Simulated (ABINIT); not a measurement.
Entries from a set of simulations; values are calculated unless marked as measured.

How the form of the self-energy moves the gap of CsSnI3 (Pm-3m). Symmetry: Pm-3m, No. 221, cubic system. Conventional cell: a = 6.286 Å, b = 6.286 Å, c = 6.286 Å, α = 90.00°, β = 90.00°, γ = 90.00°. Nearest to Cs lie 12 I at 4.45 Å. Sn has 6 I at 3.14 Å nearest. I has 2 Sn at 3.14 Å and 4 Cs at 4.45 Å nearest. Farther neighbours, and contacts between anions beyond the nearest, are not listed. The calculation used RPA screening on PBE, plane waves, norm-conserving pseudopotentials (and 3 further levels or steps) in ABINIT 10.8.3, with cutoff 32 Ha, PseudoDojo scalar-relativistic 0.4.1 standard, norm-conserving, potential set dojo-sr-pbe-0.4.1-standard, ngkpt (2, 2, 2), nband 366, ecuteps 5.6 Ha, inclvkb 2, shiftk (0, 0, 0), symchi 1, awtr 1, frequency ppm, 2×2×2 k-mesh. The G0W0, Godby-Needs plasmon pole is 0.918 eV. The G0W0, Hybertsen-Louie plasmon pole is 1.019 eV and the G0W0, von der Linden-Horsch plasmon pole is 0.948 eV. The G0W0, Engel-Farid plasmon pole is 1.007 eV. The one-shot Hartree-Fock is 5.109 eV and the known limits are short of the basis limit; exchange with frozen shells missing; screening runs away on this mesh; no spin-orbit coupling; coarse k mesh. It took 7 runs, 23 min in all on 4 MPI ranks of Arm Neoverse V1, shared host. G0W0, Hybertsen-Louie plasmon pole: +0.101 eV against G0W0, Godby-Needs plasmon pole. G0W0, von der Linden-Horsch plasmon pole: +0.030 eV against G0W0, Godby-Needs plasmon pole. The cell and positions are those that the Materials Project relaxed with its own functionals (PBE, PBE+U or r2SCAN), kept fixed. Limits: screening runs away on this mesh; no spin-orbit coupling. The 2×2×2 mesh is coarse for this cell, which bears on the long-range parts of exchange and screening. The norm-conserving file of at least one element keeps a d shell over frozen s and p shells of the same row. Exchange with those shells is missing from the self-energy, an error of 0.3 to 0.9 eV in cases checked, whose sign depends on which edge lies on those atoms. For the PBE start: On this mesh the RPA ε∞ passes 90, more than nearly any semiconductor shows; a coarse mesh does this where one point with a narrow direct gap carries much weight. The screening is then too strong, and the G0W0 gap should not be taken as the material's.

[Paths, hosts, dates, memory and timing lines, banners, echoed tables and standing remarks are left out of the program output; an Ansatz launch command may be rebuilt from the run's recorded settings. Measured values are a selection of at most five: reports struck by readers or far from the other reports are left out. None is set beside runs whose start may be inverted or whose files or cutoffs have a known fault.]

[Runs of the session that timed out or met a known fault of the program may be left out.]

[Hosts, paths, dates, database ids (printed as entryN), source tags and the programs' standing remarks are cut or masked in the printed files.]

[G0W0 gaps are taken among the corrected bands and points alone; a level outside them can change the order at an edge.]

[Where Ansatz stands beside ABINIT at settings called matched, ABINIT's density can come from a denser mesh and the files from another edition; pairs whose starting gaps differed by over 0.03 eV were left out, so agreement reads better than it is.]
